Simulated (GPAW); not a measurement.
**Optical response of SiC (Moissanite 3C)**

Wanted: where SiC (Moissanite 3C) starts to absorb, how strongly, and its refractive index.

Calculated with GPAW 26.7.0; DFT, LDA, plane-wave PAW (GPAW data sets), scalar-relativistic, RPA, optical limit.

### 1. The structure

Symmetry: F-43m, No. 216, cubic system. The conventional cell has a = 4.358 Å, b = 4.358 Å, c = 4.358 Å, α = 90.00°, β = 90.00°, γ = 90.00°. Si has 4 C at 1.89 Å nearest. Nearest to C lie 4 Si at 1.89 Å. Farther neighbours are not listed.

### 2. Ground state

First the ground state: is it a metal or has it a gap?

This step: DFT, LDA, plane-wave PAW (GPAW data sets), scalar-relativistic, ground state (GPAW 26.7.0).

gs.py

```python
from ase import Atoms
from ase.dft.bandgap import bandgap
from gpaw import GPAW, PW, FermiDirac

atoms = Atoms(['Si', 'C'],
              cell=[[0.000000000000, 2.179000000000, 2.179000000000],
                    [2.179000000000, 0.000000000000, 2.179000000000],
                    [2.179000000000, 2.179000000000, 0.000000000000]],
              scaled_positions=[[0.000000000000, 0.000000000000, 0.000000000000],
                                [0.750000000000, 0.750000000000, 0.750000000000]],
              pbc=[True, True, True])
atoms.calc = GPAW(mode=PW(500), xc='LDA', kpts={'size': (9, 9, 9), 'gamma': True},
                  occupations=FermiDirac(0.05), maxiter=150, txt='gs.txt')
print('energy (eV)', atoms.get_potential_energy())
print('Fermi level (eV)', atoms.calc.get_fermi_level())
print('valence electrons', atoms.calc.get_number_of_electrons())
print('gap (eV)', bandgap(atoms.calc, output=None)[0])
print('direct gap (eV)', bandgap(atoms.calc, direct=True, output=None)[0])
atoms.calc.write('gs.gpw')
```

Run with:

```bash
$ OMP_NUM_THREADS=1 python gs.py
```

Numbers of over 12 decimals in the logs are rounded to 6 here.

The log of the run:

```text
__  _  _
 | _ |_)|_||  |
 |__||  | ||/\| - 26.7.0

Versions:
  Python: 3.12.14
  ASE:    3.29.0
  Numpy:  2.5.5
  Scipy:  1.18.1
  Libxc:  7.0.0

Input parameters:
  mode=PW(ecut=500.0),
  kpts=MonkhorstPack(size=(9, 9, 9), gamma=True),
  maxiter=150,
  occupations=Occupations(name='fermi-dirac', width=0.05, fixmagmom=False),
  xc=XC(name='LDA')

Diagonalizing LCAO Hamiltonian
Converting LCAO to pw mode

                 C

       Si

Atoms  # Å, Bohr magnetons
|   | symbol |        x |        y |        z |    initial magnetic moments |
| 0 |     Si | 0.000000 | 0.000000 | 0.000000 | ( 0.0000,  0.0000,  0.0000) |
| 1 |      C | 3.268500 | 3.268500 | 3.268500 | ( 0.0000,  0.0000,  0.0000) |

Unit cell  # Å
| periodic |        x |        y |        z |  lengths |    angles |
|      yes | 0.000000 | 2.179000 | 2.179000 | 3.081571 | 60.000000 |
|      yes | 2.179000 | 0.000000 | 2.179000 | 3.081571 | 60.000000 |
|      yes | 2.179000 | 2.179000 | 0.000000 | 3.081571 | 60.000000 |

Number of symmetries: 24
Symmetry operations  # r_c * U_cc + t_c -> r_c
|    | kind |            matrix            |
|  0 |  E   |  1, 0, 0,  0, 1, 0,  0, 0, 1 |
|  1 |  σ   |  1, 0, 0,  0, 0, 1,  0, 1, 0 |
|  2 |  σ   |  1, 0,-1,  0, 1,-1,  0, 0,-1 |
|  3 |  C3  |  1, 0,-1,  0, 0,-1,  0, 1,-1 |
|  4 |  C3  |  1,-1, 0,  0,-1, 1,  0,-1, 0 |
|  5 |  σ   |  1,-1, 0,  0,-1, 0,  0,-1, 1 |
|  6 |  σ   |  0, 1, 0,  1, 0, 0,  0, 0, 1 |
|  7 |  C3  |  0, 1, 0,  0, 0, 1,  1, 0, 0 |
|  8 |  C2  |  0, 1,-1,  1, 0,-1,  0, 0,-1 |
|  9 |  S4  |  0, 1,-1,  0, 0,-1,  1, 0,-1 |
| 10 |  C3  |  0, 0, 1,  1, 0, 0,  0, 1, 0 |
| 11 |  σ   |  0, 0, 1,  0, 1, 0,  1, 0, 0 |
| 12 |  S4  |  0, 0,-1,  1, 0,-1,  0, 1,-1 |
| 13 |  C3  |  0, 0,-1,  0, 1,-1,  1, 0,-1 |
| 14 |  S4  |  0,-1, 1,  1,-1, 0,  0,-1, 0 |
| 15 |  C2  |  0,-1, 1,  0,-1, 0,  1,-1, 0 |
| 16 |  C3  |  0,-1, 0,  1,-1, 0,  0,-1, 1 |
| 17 |  S4  |  0,-1, 0,  0,-1, 1,  1,-1, 0 |
| 18 |  S4  | -1, 1, 0, -1, 0, 1, -1, 0, 0 |
| 19 |  C3  | -1, 1, 0, -1, 0, 0, -1, 0, 1 |
| 20 |  C3  | -1, 0, 1, -1, 1, 0, -1, 0, 0 |
| 21 |  S4  | -1, 0, 1, -1, 0, 0, -1, 1, 0 |
| 22 |  σ   | -1, 0, 0, -1, 1, 0, -1, 0, 1 |
| 23 |  C2  | -1, 0, 0, -1, 0, 1, -1, 1, 0 |

BZ-sampling:
  Number of BZ points: 729
  Number of IBZ points: 35

  Monkhorst-Pack size: [9, 9, 9]
  Monkhorst-Pack shift: [0, 0, 0]

K-points  # in reciprocal-cell coordinates
|     |                                coordinates |     weight |
|   0 | (  0.00000000,   0.00000000,   0.00000000) | 0.00137174 |
|   1 | (  0.11111111,   0.11111111,   0.00000000) | 0.00823045 |
|   2 | (  0.11111111,   0.11111111,   0.11111111) | 0.01097394 |
|   3 | (  0.22222222,   0.11111111,   0.11111111) | 0.01646091 |
|   4 | (  0.22222222,   0.22222222,   0.00000000) | 0.00823045 |
|   5 | (  0.22222222,   0.22222222,   0.11111111) | 0.03292181 |
|   6 | (  0.22222222,   0.22222222,   0.22222222) | 0.01097394 |
|   7 | (  0.33333333,   0.22222222,   0.11111111) | 0.03292181 |
|   8 | (  0.33333333,   0.22222222,   0.22222222) | 0.03292181 |
|   9 | (  0.33333333,   0.33333333,  -0.33333333) | 0.01646091 |
| ... |                                            |            |
|  34 | (  0.44444444,   0.44444444,   0.44444444) | 0.01097394 |

Plane wave coefficients: 534
Cutoff: 500.0 eV

Spin-components: 1 (collinear spins)
Bands:           8
Projectors:      10
Spin-degeneracy: 2
Datatype:        complex128

Parallelization:
  kpt:    1
  domain: 1
  band:   1

Density:
  Valence electrons: 8.0
  Components: 1
  Grid points: [16 16 16]
  Charge: 0.0  # |e|

Potential:
  Grid points: [16 16 16]

species:
  Si:
    name:    Silicon
    id:
    Z:       14.0
    valence: 4
    core:    10
    charge:  0.0  # [|e|]
    compensation charges:
      type: gauss
      rc: 0.33  # [Å]
      lmax: 2
    cutoffs:
      filter: 1.86  # [Å]
      core: 2.06  # [Å]
    projectors
    | kind |    occ | energy [eV] | rcut [Å] |
    |   3s |  2.000 |     -10.878 |    1.058 |
    |   3p |  2.000 |      -4.162 |    1.058 |
    |    s |        |      16.334 |    1.058 |
    |    p |        |      23.049 |    1.058 |
    |    d |        |       0.000 |    1.058 |

    Using partial waves for Si as LCAO basis

  C:
    name:    Carbon
    id:
    Z:       6.0
    valence: 4
    core:    2
    charge:  0.0  # [|e|]
    compensation charges:
      type: gauss
      rc: 0.20  # [Å]
      lmax: 2
    cutoffs:
      filter: 1.14  # [Å]
      core: 1.14  # [Å]
    projectors
    | kind |    occ | energy [eV] | rcut [Å] |
    |   2s |  2.000 |     -13.639 |    0.635 |
    |   2p |  2.000 |      -5.414 |    0.635 |
    |    s |        |      13.573 |    0.635 |
    |    p |        |      21.797 |    0.635 |
    |    d |        |       0.000 |    0.635 |

    Using partial waves for C as LCAO basis

Reference energy: -8877.515721  # eV

eigensolver:
  PPCG
  Converge bands: occupied
  niter=2

density mixing:
  MSR1-Mixer
  Pratt-step length: 0.05
  Maximum mixing coefficient: 0.75
  Old densities: 10
  SVD Regularization: 0.005
  Good broyden scale: 1.0
  Trust region scale: 1.0
  Backstep threshold: 4.0
  History deletion threshold: 6.0
  Fourier metric: weight=20.0, sigma=0.015

occupation numbers:
  Fermi-Dirac:
    width: 0.0500  # eV

poisson solver:
  ecut: 4000.0  # eV

xc functional:
  name: None

convergence criteria:
- Maximum [total energy] change in last 3 cyles: 0.0005 eV / valence electron
- Maximum integral of absolute [dens]ity change: 0.0001 electrons / valence electron
- Maximum integral of absolute [eigenst]ate change: 4e-08 eV^2 / valence electron
maximum number of iterations: 150

SCF iterations
|iter     |      energy | eigst |  dens |
|iter:   1||  -18.355200 | -0.14 |       |
|iter:   2||  -17.953928 | -2.18 | -0.56 |
|iter:   3||  -16.591196 | -0.85 | -0.60 |
|iter:   4||  -16.584542 | -2.84 | -1.32 |
|iter:   5||  -16.585172 | -3.58 | -1.71 |
|iter:   6||  -16.585232c| -5.50 | -2.62 |
|iter:   7||  -16.585234c| -6.89 | -3.42 |
|iter:   8||  -16.585235c| -8.31c| -4.19c|

Converged in 8 steps
SCF loop duration: 2.123 s (0.265 s/step)
Energy contributions relative to reference atoms: (reference = -8877.515721)

Energy contributions:
  Kinetic:          16.376907
  Coulomb:         -13.776968
  Zero:             -0.024309
  External:          0.000000
  Xc:              -19.160864
  Entropy:          -0.000000
  Spinorbit:         0.000000
  ----------------------------
  Free energy:     -16.585235
  Extrapolated:    -16.585235

dipole moment: (-8.043036, -8.043036, -8.043036)  # |e|*Ang

Fermi level: 8.738
Eigenvalues  # (at kpt = [0.000, 0.000, 0.000])
| band index |      eig [eV] | occ [0-2] |
|          0 |        -7.313 |     2.000 |
|          1 |         8.014 |     2.000 |
|          2 |         8.014 |     2.000 |
|          3 |         8.014 |     2.000 |
|          4 |        14.351 |     0.000 |
|          5 |        15.218 |     0.000 |
|          6 |        15.218 |     0.000 |
|          7 |        15.218 |     0.000 |

Gap: 1.457 eV
Transition (v -> c):
  (s=0, k=0, n=3, [0.00, 0.00, 0.00]) -> (s=0, k=30, n=4, [0.44, 0.44, 0.00])
Direct/indirect transitions are different
Direct gap: 4.586 eV
Transition at: (s=0, k=30, n=3, [0.44, 0.44, 0.00])

--- standard output ---
energy (eV) -16.585235
Fermi level (eV) 8.738383
valence electrons 8.0
gap (eV) 1.456773
direct gap (eV) 4.585795
```

Wall time 3.5 s (1 thread of Arm Neoverse V1, shared host); peak memory 0.12 GiB.

Numbers from this step:

| Item | Value |
| --- | --- |
| energy | -16.59 eV |
| Fermi energy | 8.738 eV |
| gap on the k-mesh | 1.457 eV |
| direct gap on the mesh | 4.586 eV |
| electrons | 8 |

There is a gap, 1.46 eV on this mesh (points off the mesh can give less), so no carriers' term is needed.

### 3. Bands for the response

The response needs many more empty bands than the density does.

This step: DFT, LDA, plane-wave PAW (GPAW data sets), scalar-relativistic, bands at fixed density (GPAW 26.7.0).

nscf.py

```python
from ase.dft.bandgap import bandgap
from gpaw import GPAW, FermiDirac

calc = GPAW('gs.gpw').fixed_density(kpts={'size': (16, 16, 16), 'gamma': True}, nbands=23, convergence={'bands': 17},
                                    occupations=FermiDirac(0.001), txt='nscf.txt')
print('gap (eV)', bandgap(calc, output=None)[0])
print('direct gap (eV)', bandgap(calc, direct=True, output=None)[0])
print('top band over the Fermi level (eV)', min(calc.get_eigenvalues(kpt=k)[16] for k in range(len(calc.get_ibz_k_points()))) - calc.get_fermi_level())
calc.write('full.gpw', mode='all')
```

Run with:

```bash
$ OMP_NUM_THREADS=1 python nscf.py
```

The log of the run:

```text
Diagonalizing LCAO Hamiltonian
Converting LCAO to pw mode
convergence criteria:
- Maximum integral of absolute [eigenst]ate change: 4e-08 eV^2 / valence electron
maximum number of iterations: 150

SCF iterations
|iter     |      energy | eigst |  dens |
|iter:   1||             | +2.98 |       |
|iter:   2||             | +1.18 |       |
|iter:   3||             | -1.28 |       |
|iter:   4||             | -3.03 |       |
|iter:   5||             | -5.08 |       |
|iter:   6||             | -6.69 |       |
|iter:   7||             | -7.74c|       |
SCF steps: 7
  __  _  _
 | _ |_)|_||  |
 |__||  | ||/\| - 26.7.0

Versions:
  Python: 3.12.14
  ASE:    3.29.0
  Numpy:  2.5.5
  Scipy:  1.18.1
  Libxc:  7.0.0

Input parameters:
  mode=PW(ecut=500.0),
  convergence={'bands': 17},
  gpts=array([16, 16, 16]),
  kpts=MonkhorstPack(size=(16, 16, 16), gamma=True),
  maxiter=150,
  nbands=23,
  occupations=Occupations(name='fermi-dirac', width=0.001, fixmagmom=False),
  parallel={},
  xc=XC(name='LDA')

--- standard output ---
gap (eV) 1.313065
direct gap (eV) 4.508023
top band over the Fermi level (eV) 27.047271
```

The job ended after 21 s (1 thread; peak memory 0.17 GiB).

Numbers from this step:

* gap on the k-mesh: 1.313 eV
* direct gap on the mesh: 4.508 eV

### 4. Dielectric function, RPA

Local fields let the induced charge screen the field inside the cell, which as a rule lowers ε, most along directions where the density is uneven.

This step: DFT, LDA, plane-wave PAW (GPAW data sets), scalar-relativistic, RPA, optical limit (GPAW 26.7.0).

df.py

```python
from gpaw.response.df import DielectricFunction

df = DielectricFunction('full.gpw', frequencies={'type': 'nonlinear', 'domega0': 0.03, 'omega2': 8},
                        ecut=80,
                        eta=0.15,
                        nbands=17,
                        txt='df.txt')
for direction in ['x']:
    df.get_dielectric_function(xc='RPA', direction=direction, filename=f'df_{direction}.csv')
```

Run with:

```bash
$ OMP_NUM_THREADS=1 python df.py
```

The log of the run:

```text
Using integrator: PointIntegrator
NonLinearFrequencyDescriptor(from 0.000 to 49.084 eV, 463 points)
Nonperiodic BCs:  [False False False]
Using integrator: PointIntegrator
NonLinearFrequencyDescriptor(from 0.000 to 49.084 eV, 463 points)
Nonperiodic BCs:  [False False False]

Calculating chi0 body with:
    Ground state adapter containing:
    Number of spins: 1
    Number of kpoints: 4096
    Number of irreducible kpoints: 145
    Number of completely occupied states: 4
    Number of partially occupied states: 4

    Linear response parametrization:
    q_c: [0.0, 0.0, 0.0]
    Number of frequency points: 463
    Planewave cutoff: 80.0
    Number of bands: 17
    Number of planewaves: 27
    Broadening (eta): 0.15

Integrating chi0 body.

Symmetries of q_c:
    Direct symmetries (Uq -> q): 24
    Indirect symmetries (TUq -> q): 24
In total 48 allowed symmetries.

145 groups of equivalent kpoints. 96.4599609375% reduction.

Integral kind: spectral function

Calculating chi0 optical extensions with:
    Ground state adapter containing:
    Number of spins: 1
    Number of kpoints: 4096
    Number of irreducible kpoints: 145
    Number of completely occupied states: 4
    Number of partially occupied states: 4

    Linear response parametrization:
    Number of frequency points: 463
    Planewave cutoff: 80.0
    Number of bands: 17
    Number of planewaves: 27
    Broadening (eta): 0.15
Integrating chi0 head and wings.

Symmetries of q_c:
    Direct symmetries (Uq -> q): 24
    Indirect symmetries (TUq -> q): 24
In total 48 allowed symmetries.

145 groups of equivalent kpoints. 96.4599609375% reduction.

Integral kind: spectral function wings
```

Wall time 4.1 s (1 thread); peak memory 0.21 GiB.

Read-outs, printed or worked out from the files:

- electronic dielectric constant ε∞, mean over x, y and z (by symmetry where fewer were run): 6.719
- main peak of Im epsilon, first axis: 6.824 eV
- centre of weight of the strongest loss peak in the window: 22.73 eV

The Im ε, E ∥ x has structure finer than the step of the table below, so its rows give means over 1 eV, whole bins alone (the curve runs from 0 to 26.9 eV). Peaks (eV: height): 6.8: 20.2, 8.2: 13.3.

Values under the direct gap are tails of Lorentzian lines. Table of Im ε, E ∥ x by photon energy; means over each step:

```csv
photon energy (eV),"Im ε, E ∥ x"
1,0.0340
2,0.0794
3,0.162
4,0.486
5,3.30
6,9.76
7,15.5
8,11.2
9,8.83
10,6.14
11,3.49
12,3.02
13,2.06
14,1.66
15,1.32
16,1.04
17,0.678
18,0.565
19,0.417
20,0.326
21,0.252
22,0.269
23,0.257
24,0.263
25,0.183
26,0.136
```

Table of Re ε, E ∥ x by photon energy:

```csv
photon energy (eV),"Re ε, E ∥ x"
0,6.72
1,6.83
2,7.19
3,7.94
4,9.57
5,12.6
6,13.4
7,-0.809
8,2.26
9,-2.70
10,-3.46
11,-2.91
12,-3.04
13,-2.01
14,-1.72
15,-1.48
16,-1.27
17,-0.924
18,-0.647
19,-0.511
20,-0.332
21,-0.142
22,0.0542
23,0.0816
24,0.145
25,0.180
26,0.241
```

Values under the direct gap are tails of Lorentzian lines. Table of loss function −Im 1/ε at q → 0, E ∥ x by energy loss; read off at these points:

energy loss (eV), loss function −Im 1/ε at q → 0, E ∥ x and a bar:
```
     0.50       0.00 
     1.00       0.00 
     1.50       0.00 
     2.00       0.00 
     2.50       0.00 
     3.00       0.00 
     3.50       0.00 
     4.00       0.00 
     4.50       0.01 
     5.00       0.02 
     5.50       0.03 
     6.00       0.03 
     6.50       0.04 
     7.00       0.06 
     7.50       0.10 #
     8.00       0.09 #
     8.50       0.09 #
     9.00       0.10 #
     9.50       0.11 #
    10.00       0.12 #
    10.50       0.12 #
    11.00       0.17 #
    11.50       0.20 #
    12.00       0.16 #
    12.50       0.23 ##
    13.00       0.25 ##
    13.50       0.29 ##
    14.00       0.29 ##
    14.50       0.35 ##
    15.00       0.33 ##
    15.50       0.42 ###
    16.00       0.39 ###
    16.50       0.40 ###
    17.00       0.52 ####
    17.50       0.60 ####
    18.00       0.77 #####
    18.50       0.80 ######
    19.00       0.94 ######
    19.50       1.30 #########
    20.00       1.51 ##########
    20.50       2.20 ###############
    21.00       3.03 #####################
    21.50       4.36 ##############################
    21.62       4.36 ##############################
    22.00       3.49 ########################
    22.50       3.42 ########################
    23.00       3.78 ##########################
    23.50       2.89 ####################
    24.00       2.93 ####################
    24.50       3.30 #######################
    24.66       3.46 ########################
    25.00       2.79 ###################
    25.50       2.11 ##############
    26.00       1.73 ############
    26.50       1.09 #######
```

Refractive index n and extinction k against photon energy:

```csv
photon energy (eV),n,k
0,2.59,0
1,2.61,0.00643
2,2.68,0.0146
3,2.82,0.0279
4,3.09,0.0642
5,3.58,0.409
6,3.86,1.21
7,2.93,3.07
8,2.58,2.10
9,1.82,2.45
10,1.38,2.32
11,0.818,1.89
12,0.788,1.91
13,0.639,1.56
14,0.579,1.43
15,0.485,1.31
16,0.443,1.21
17,0.331,1.02
18,0.322,0.866
19,0.254,0.759
20,0.253,0.629
21,0.269,0.463
22,0.409,0.337
23,0.407,0.290
24,0.471,0.276
25,0.464,0.189
26,0.507,0.127
```

The Im ε, E ∥ x has structure finer than the step of the table below, so its rows give means over 1 eV, whole bins alone (the curve runs from 0 to 26.9 eV). Peaks (eV: height): without local fields 6.8: 22.0, 8.1: 15.3; with local fields 6.8: 20.2, 8.2: 13.3.

Values under the direct gap are tails of Lorentzian lines. Table of Im ε, E ∥ x by photon energy; means over each step:

```csv
photon energy (eV),without local fields,with local fields
1,0.0382,0.0340
2,0.0893,0.0794
3,0.184,0.162
4,0.557,0.486
5,3.87,3.30
6,11.6,9.76
7,16.8,15.5
8,12.7,11.2
9,9.42,8.83
10,5.91,6.14
11,3.33,3.49
12,2.79,3.02
13,1.87,2.06
14,1.49,1.66
15,1.14,1.32
16,0.839,1.04
17,0.558,0.678
18,0.475,0.565
19,0.344,0.417
20,0.273,0.326
21,0.218,0.252
22,0.239,0.269
23,0.210,0.257
24,0.213,0.263
25,0.167,0.183
26,0.142,0.136
```

Optical constants at common wavelengths, from n + ik = √ε:

```csv
wavelength (nm),n,k,R (%),1/α
1064,2.62,0.008,20.0,11 µm
800,2.64,0.011,20.4,6.0 µm
633,2.68,0.014,20.8,3.6 µm
405,2.83,0.029,22.8,1.1 µm
365,2.90,0.037,23.8,785 nm
308,3.10,0.066,26.3,371 nm
193,4.10,1.850,44.3,8.3 nm
```

Below the direct gap, k and the depth come from the tails of the Lorentzian lines, not from transitions.

Rows near the edge hang on the gap, which this functional as a rule makes too small, and phonon-assisted absorption is left out.

### 5. Results

```json
{
  "electronic dielectric constant ε∞, mean over x, y and z (by symmetry where fewer were run) (RPA)": "6.72",
  "main peak of Im epsilon, first axis": "6.82 eV",
  "centre of weight of the strongest loss peak in the window, first axis": "22.7 eV"
}
```

In words: At this level (LDA, RPA) SiC has ε∞ = 6.72 and n = 2.61 at 1550 nm, and Im ε peaks at 6.8 eV. On the mesh the gap is 1.31 eV and the least direct gap 4.51 eV, so on this mesh the band edges lie at different points. Local fields change the static value along x from 7.19 to 6.72 (-7 %). Distinct maxima of Im ε, read by a parabola through the highest points, lie at 6.82 eV (20), 7.73 eV (11) and 8.19 eV (13). Excitons and phonon-assisted transitions are missing; LDA gaps are as a rule too small, which pulls the onset down and ε∞ up. The sum runs over mesh points, so small or evenly spaced maxima can still be ripples of the mesh. The curves end at 27 eV, about where the summed bands run out.

[Machine, clock and banner lines and Python warnings are left out of the logs.]

[Logs are printed without paths, hosts, clocks, repeated set-up lines and the standing remarks that a program may print on its own settings, such as how far it seeks lower states.]

[Hosts, paths, dates, database ids (printed as entryN), source tags and the programs' standing remarks are cut or masked in the printed files.]
